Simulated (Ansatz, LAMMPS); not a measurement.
# A frame of liquid acetonitrile from 293 K (108 atoms): geometry optimisation, part 2 of 2

How does a frame of liquid acetonitrile from 293 K (108 atoms) relax, and what do bonds, charges and levels look like afterwards?

Ansatz 0.2.0; Kohn-Sham DFT, PBE+D4, PAW (set soft_2), plane waves.

The cell: 36 C, 18 N and 54 H. The network of contacts between molecules at the start is that of the classical potential that made the cell. Only the Γ point is sampled, in a cell whose shortest periodic width is 12 Å.

So far, density (g/cm³): step 5 (distances and neighbours after relaxation) 0.786.

### Step 6. Single point at the relaxed geometry

One more single point at the end of the walk gives the fuller output and checks the residual forces.

Input file input.yaml:

```yaml
crystal:
  lattice:
    - [11.60062, 0.0, 0.0]
    - [0.0, 11.60062, 0.0]
    - [0.0, 0.0, 11.60062]
  atoms:
    - { symbol: C, position: [0.81701, 0.31207, 0.91737] }
    - { symbol: C, position: [0.69375, 0.29449, 0.90638] }
    - { symbol: "N", position: [0.59484, 0.281, 0.89702] }
    - { symbol: H, position: [0.84105, 0.32242, 0.00844] }
    - { symbol: H, position: [0.86327, 0.23795, 0.88073] }
    - { symbol: H, position: [0.84295, 0.39012, 0.87029] }
    - { symbol: C, position: [0.46545, 0.04974, 0.04213] }
    - { symbol: C, position: [0.57444, 0.02981, 0.09982] }
    - { symbol: "N", position: [0.66217, 0.01423, 0.1457] }
    - { symbol: H, position: [0.47424, 0.12469, 0.9848] }
    - { symbol: H, position: [0.44341, 0.97332, 0.99088] }
    - { symbol: H, position: [0.39698, 0.06551, 0.10563] }
    - { symbol: C, position: [0.61237, 0.3491, 0.22399] }
    - { symbol: C, position: [0.51575, 0.42364, 0.19707] }
    - { symbol: "N", position: [0.43784, 0.48336, 0.17687] }
    - { symbol: H, position: [0.69482, 0.3923, 0.20649] }
    - { symbol: H, position: [0.60969, 0.32528, 0.31575] }
    - { symbol: H, position: [0.60859, 0.27055, 0.17141] }
    - { symbol: C, position: [0.87027, 0.29909, 0.56096] }
    - { symbol: C, position: [0.99108, 0.32614, 0.5444] }
    - { symbol: "N", position: [0.08817, 0.34746, 0.53143] }
    - { symbol: H, position: [0.82708, 0.37112, 0.60445] }
    - { symbol: H, position: [0.82752, 0.28407, 0.47801] }
    - { symbol: H, position: [0.86243, 0.22165, 0.61488] }
    - { symbol: C, position: [0.11286, 0.03939, 0.48681] }
    - { symbol: C, position: [0.01093, 0.96843, 0.47324] }
    - { symbol: "N", position: [0.92884, 0.91186, 0.46301] }
    - { symbol: H, position: [0.19192, 0.98965, 0.47102] }
    - { symbol: H, position: [0.11106, 0.11107, 0.42519] }
    - { symbol: H, position: [0.11467, 0.07487, 0.57452] }
    - { symbol: C, position: [0.6297, 0.98319, 0.44884] }
    - { symbol: C, position: [0.50508, 0.97705, 0.4539] }
    - { symbol: "N", position: [0.4051, 0.97144, 0.45843] }
    - { symbol: H, position: [0.65734, 0.00938, 0.36215] }
    - { symbol: H, position: [0.66105, 0.04591, 0.51224] }
    - { symbol: H, position: [0.6665, 0.89817, 0.46779] }
    - { symbol: C, position: [0.96075, 0.93346, 0.15249] }
    - { symbol: C, position: [0.05814, 0.01067, 0.16439] }
    - { symbol: "N", position: [0.13691, 0.07206, 0.17293] }
    - { symbol: H, position: [0.87918, 0.98031, 0.16356] }
    - { symbol: H, position: [0.96335, 0.89424, 0.06636] }
    - { symbol: H, position: [0.96674, 0.86522, 0.21781] }
    - { symbol: C, position: [0.6697, 0.70851, 0.12512] }
    - { symbol: C, position: [0.5784, 0.7281, 0.04201] }
    - { symbol: "N", position: [0.50548, 0.74515, 0.97545] }
    - { symbol: H, position: [0.71328, 0.79051, 0.14346] }
    - { symbol: H, position: [0.6336, 0.67501, 0.20595] }
    - { symbol: H, position: [0.73234, 0.64626, 0.09106] }
    - { symbol: C, position: [0.88433, 0.61544, 0.40735] }
    - { symbol: C, position: [0.99224, 0.65007, 0.35485] }
    - { symbol: "N", position: [0.07827, 0.67732, 0.31129] }
    - { symbol: H, position: [0.89718, 0.59516, 0.49887] }
    - { symbol: H, position: [0.82041, 0.68489, 0.40138] }
    - { symbol: H, position: [0.85133, 0.5386, 0.36301] }
    - { symbol: C, position: [0.111, 0.58313, 0.71256] }
    - { symbol: C, position: [0.9878, 0.56655, 0.7225] }
    - { symbol: "N", position: [0.88877, 0.55246, 0.72951] }
    - { symbol: H, position: [0.13197, 0.67506, 0.7191] }
    - { symbol: H, position: [0.15456, 0.53633, 0.78228] }
    - { symbol: H, position: [0.14209, 0.54844, 0.63035] }
    - { symbol: C, position: [0.2163, 0.66157, 0.0424] }
    - { symbol: C, position: [0.15683, 0.74654, 0.97304] }
    - { symbol: "N", position: [0.10874, 0.81435, 0.91683] }
    - { symbol: H, position: [0.18979, 0.67021, 0.13301] }
    - { symbol: H, position: [0.19423, 0.57455, 0.0119] }
    - { symbol: H, position: [0.30996, 0.67359, 0.03526] }
    - { symbol: C, position: [0.18055, 0.17263, 0.89394] }
    - { symbol: C, position: [0.15624, 0.29327, 0.9153] }
    - { symbol: "N", position: [0.13582, 0.3897, 0.93301] }
    - { symbol: H, position: [0.1115, 0.13498, 0.84103] }
    - { symbol: H, position: [0.26328, 0.16388, 0.84886] }
    - { symbol: H, position: [0.18471, 0.12604, 0.9763] }
    - { symbol: C, position: [0.60196, 0.56693, 0.71957] }
    - { symbol: C, position: [0.4815, 0.5578, 0.68832] }
    - { symbol: "N", position: [0.38481, 0.5514, 0.66288] }
    - { symbol: H, position: [0.65261, 0.59519, 0.64494] }
    - { symbol: H, position: [0.61204, 0.62959, 0.78975] }
    - { symbol: H, position: [0.63425, 0.48308, 0.7488] }
    [... 24 atom lines left out ...]
    - { symbol: C, position: [0.8415, 0.87515, 0.75105] }
    - { symbol: C, position: [0.89432, 0.98808, 0.75393] }
    - { symbol: "N", position: [0.93642, 0.07902, 0.75557] }
    - { symbol: H, position: [0.88597, 0.81761, 0.81159] }
    - { symbol: H, position: [0.74973, 0.88289, 0.77343] }
    - { symbol: H, position: [0.84896, 0.83969, 0.66359] }
kpoints:
  mp_grid: { grid: [1, 1, 1] }
hamiltonian:
  xc: pbe
  dispersion: d4
scf:
  occupations: { method: fermi_dirac, width: 0.05 }
output:
  forces: true
  stress: true
  populations: true
  dos:
    method: { smearing: { sigma: 0.15 } }
    de: 0.1
    projected: { site_lists: { C: [C], H: [H], "N": ["N"] } }
  eigenvalues: true
  write_density: true
  write_potential: true
  volumetric_format: npy
```

On the command line:

```console
$ ansatz run input.yaml --threads 4 --pin off --max-ram 8192MiB --backend cpu --events-out ev --progress --plain --runs-dir out
```

Wall time 15 s (4 threads of Arm Neoverse V1, shared host); peak memory 1.5 GiB; 60 s of CPU time.

The program notes that the exchange-correlation potential is rough where the density is thin.

The run gave:

```yaml
free_energy: -16807.4376 eV
free_energy_per_atom: -155.6244 eV/atom
scf_cycles: 10
pressure: -0.2894 GPa
r_m_s_force_component: 0.00276 eV/Å
longest_force: 0.0201 eV/Å
fermi_energy: -0.6377 eV
spacing_of_highest_filled_and_lowest_empty_level: 6.541 eV
spilling_of_the_projection: 0.01621
```

Löwdin charges by element and coordination (they lack the spilled electrons, 0.043 e an atom on average):

| element | coordination | atoms | mean charge (e) | spread | least | most |
| --- | --- | --- | --- | --- | --- | --- |
| C | all | 36 | -0.123 | 0.364 | -0.491 | 0.262 |
| C | 2 | 18 | 0.241 | 0.008 | 0.229 | 0.262 |
| C | 4 | 18 | -0.487 | 0.003 | -0.491 | -0.479 |
| H | all | 54 | 0.248 | 0.0052 | 0.227 | 0.257 |
| N | all | 18 | -0.239 | 0.01 | -0.259 | -0.224 |

Density of states as counts of states in windows of 1 eV (from the Fermi level), total and the larger projections:

| from (eV) | to (eV) | total | C p | N p | H s | C s | N s |
| --- | --- | --- | --- | --- | --- | --- | --- |
| -18 | -17 | 5.1 | 0.7 | 0.6 | 0.1 | 1.6 | 2.1 |
| -17 | -15 | 0.0 | 0.0 | 0.0 | 0.0 | 0.0 | 0.0 |
| -15 | -14 | 36.0 | 8.9 | 0.0 | 8.1 | 17.3 | 1.2 |
| -14 | -9 | 0.0 | 0.0 | 0.0 | 0.0 | 0.0 | 0.0 |
| -9 | -8 | 15.1 | 8.5 | 0.4 | 2.7 | 2.7 | 0.6 |
| -8 | -7 | 22.9 | 13.2 | 0.6 | 4.3 | 3.7 | 0.8 |
| -7 | -6 | 69.9 | 46.0 | 3.6 | 18.5 | 0.1 | 0.1 |
| -6 | -5 | 0.1 | 0.1 | 0.0 | 0.0 | 0.0 | 0.0 |
| -5 | -4 | 37.7 | 4.7 | 22.6 | 0.5 | 0.2 | 8.8 |
| -4 | -3 | 70.3 | 27.0 | 36.1 | 6.0 | 0.1 | 0.7 |
| -3 | 3 | 0.0 | 0.0 | 0.0 | 0.0 | 0.0 | 0.0 |
| 3 | 4 | 33.2 | 12.0 | 10.4 | 6.1 | 1.0 | 0.1 |
| 4 | 5 | 52.5 | 19.4 | 15.9 | 7.3 | 2.0 | 0.3 |

Between -19 and -18 eV lie 31 more states.

The levels nearest the highest filled one (over half full), pooled over k-points and spins:

| level less the highest filled one (eV) | occupation |
| --- | --- |
| -0.0982 | 2 |
| -0.0844 | 2 |
| -0.0809 | 2 |
| -0.0476 | 2 |
| -0.0242 | 2 |
| 0 | 2 |
| 6.54 | 0 |
| 6.84 | 0 |
| 6.90 | 0 |
| 6.91 | 0 |
| 6.95 | 0 |
| 6.98 | 0 |

Valence density in the ac plane at fractional y = 0.284, with atoms of C and N and H within 0.2 Å of it. It is the smooth field of the valence electrons, not physical close to the nuclei.

Values in e/Å³, 13 rows by 16 columns, each cell a mean:
```
0.0 0.4 1.1 0.5 0.1 0.0 0.0 0.0 0.3 1.3 1.3 1.0 0.9 1.2 0.3 0.0
0.0 0.3 1.1 0.6 0.1 0.0 0.0 0.0 0.6 2.7 2.3 1.3 0.9 1.2 0.4 0.0
0.0 0.0 0.1 0.1 0.0 0.0 0.1 0.1 0.1 0.2 0.2 0.1 0.1 0.1 0.0 0.0
0.0 0.0 0.0 0.0 0.0 0.1 0.6 0.6 0.1 0.0 0.0 0.0 0.0 0.0 0.0 0.0
0.1 0.1 0.0 0.0 0.1 0.9 1.4 1.0 0.5 0.2 0.0 0.0 0.1 0.4 0.4 0.1
0.8 0.6 0.2 0.0 0.0 0.2 0.4 1.1 2.0 1.9 0.5 0.0 0.2 1.3 1.5 1.0
0.6 0.5 0.2 0.0 0.0 0.0 0.0 0.2 1.2 2.8 1.0 0.1 0.2 1.4 0.7 0.5
0.0 0.0 0.0 0.0 0.0 0.0 0.0 0.0 0.1 0.2 0.1 0.0 0.1 0.2 0.1 0.0
0.0 0.0 0.1 0.0 0.0 0.0 0.0 0.0 0.0 0.2 0.2 0.0 0.0 0.0 0.0 0.0
0.1 0.2 0.7 0.2 0.0 0.0 0.0 0.0 0.1 0.5 0.4 0.1 0.0 0.0 0.1 0.1
0.1 0.2 0.7 0.2 0.0 0.0 0.0 0.0 0.1 1.0 0.7 0.1 0.0 0.0 0.1 0.1
0.0 0.0 0.0 0.0 0.0 0.0 0.0 0.0 0.0 0.1 0.1 0.0 0.0 0.0 0.0 0.0
0.0 0.0 0.1 0.0 0.0 0.0 0.0 0.0 0.0 0.0 0.1 0.1 0.1 0.3 0.1 0.0
```
Columns run along a (11.6 Å), rows up along c (11.6 Å). Atoms in or near the plane, at fractional coordinates: C at (0.69, 0.91), N at (0.59, 0.90), H at (0.61, 0.17), C at (0.87, 0.56), H at (0.83, 0.48), C at (0.16, 0.92), C at (0.51, 0.57), N at (0.59, 0.51), H at (0.16, 0.22).

Electrostatic potential energy in the ac plane at fractional y = 0.284, with atoms of C and N and H within 0.2 Å of it. With pseudopotentials it is smooth inside the atoms' cores, unlike the true potential.

Ten even steps from '0' (-47 eV) to '9' (5 eV), each cell a mean:
```
999865689999999999988876886679999
999600169999999999511310351048999
999720279999999999300100363258999
999987899999999999845766788889999
999999999999999999999999999999999
999999999999997899999999999999999
999999999999986799999999999999999
999999999998634789999999999999999
999999999984412667899999999988899
789999999998776400489999998622577
378899999999998400024899998400362
578899999999999875000699998434775
899999999999999998534899996158998
999999999999999999999999999889999
999999999999999999999999999999999
999999999999999999998999999999999
999999999999999999988899999999999
999987899999999999988899999999999
999861599999999999977899999999999
999986899999999999952699999999999
999999999999999999986899999999999
999999999999999999999999999999999
999999999999999999999999999999999
999999999999999999999999999889999
```
Columns run along a (11.6 Å; values clipped at the 3rd and 97th percentile), rows up along c (11.6 Å). Atoms in or near the plane, at fractional coordinates: C at (0.69, 0.91), N at (0.59, 0.90), H at (0.61, 0.17), C at (0.87, 0.56), H at (0.83, 0.48), C at (0.16, 0.92), C at (0.51, 0.57), N at (0.59, 0.51), H at (0.16, 0.22).

Mean Löwdin charges: C -0.12, H +0.25, N -0.24 e (they miss 1.6 % of the electrons, so they add up to more than the cell's charge).

Local excerpt of 9 atoms (numbers count through the whole input) about C13, picked at random; x, y, z are measured from there.

| atom | x | y | z | distance (Å) | bonds | Löwdin charge (e) |
| --- | --- | --- | --- | --- | --- | --- |
| C13 | 0.00 | 0.00 | 0.00 | 0.00 | 4 | -0.49 |
| H18 | -0.04 | -0.91 | -0.61 | 1.10 | 1 | 0.24 |
| H16 | 0.96 | 0.50 | -0.20 | 1.10 | 1 | 0.24 |
| H17 | -0.03 | -0.28 | 1.06 | 1.10 | 1 | 0.25 |
| C14 | -1.12 | 0.86 | -0.31 | 1.45 | 2 | 0.23 |
| N15 | -2.02 | 1.56 | -0.55 | 2.61 | 1 | -0.23 |
| N81 | -0.29 | -0.71 | 3.36 | 3.45 | 1 | -0.23 |
| N93 | 3.52 | 0.48 | -0.21 | 3.56 | 1 | -0.25 |
| H4 | 2.65 | -0.31 | -2.50 | 3.66 | 1 | 0.25 |

The column of bonds counts only the pairs H-C within 1.34 Å, C-C within 1.85 Å, C-N within 1.62 Å; other neighbours, such as metal atoms beside each other in a compound, aren't counted, and periodic images can show an atom twice.

### Step 7. Outcome

| Quantity | Value |
| --- | --- |
| energy change in the relaxation | -32.81 meV/atom |
| r.m.s. displacement | 0.907 Å |
| largest displacement | 2.017 Å |
| free energy per atom | -155.6244 eV/atom |
| pressure | -0.2894 GPa |
| r.m.s. force component | 0.00276 eV/Å |
| gap (highest filled to lowest empty level) | 6.541 eV |
| wall time of the 3 DFT runs | 7.1 min |

**Reading.** Relaxation lowers the energy by 32.8 meV/atom and moves atoms by 0.91 Å r.m.s.; the r.m.s. force component goes from 0.80 to 0.0028 eV/Å, the pressure goes from 0.17 to -0.29 GPa, and the gap from 5.95 to 6.54 eV. By the final cutoffs no bond was broken or made. From the first step to the last the energy fell by 3.543 eV, and the largest move was 2.02 Å (H83). The C-N bonds go from 1.160 Å (spread 0.013) to 1.163 Å (spread 0.001). With the cutoffs above, 50 % of C atoms have 2 and as many 4, all H atoms have 1 and all N atoms have 1 bonded neighbour. The highest filled and lowest empty levels differ by 6.54 eV (at Γ alone); a semilocal functional tends to put such gaps too low. In a disordered cell it changes from sample to sample and from frame to frame.

**Limits.** The network of contacts between molecules at the start is that of the classical potential that made the cell; in DFT atoms moved by 0.91 Å r.m.s.

[Logs are printed without paths, hosts, clocks, repeated set-up lines and the standing remarks that a program may print on its own settings, such as how far it seeks lower states.]

[Hosts, paths, dates, database ids (printed as entryN), source tags and the programs' standing remarks are cut or masked in the printed files.]
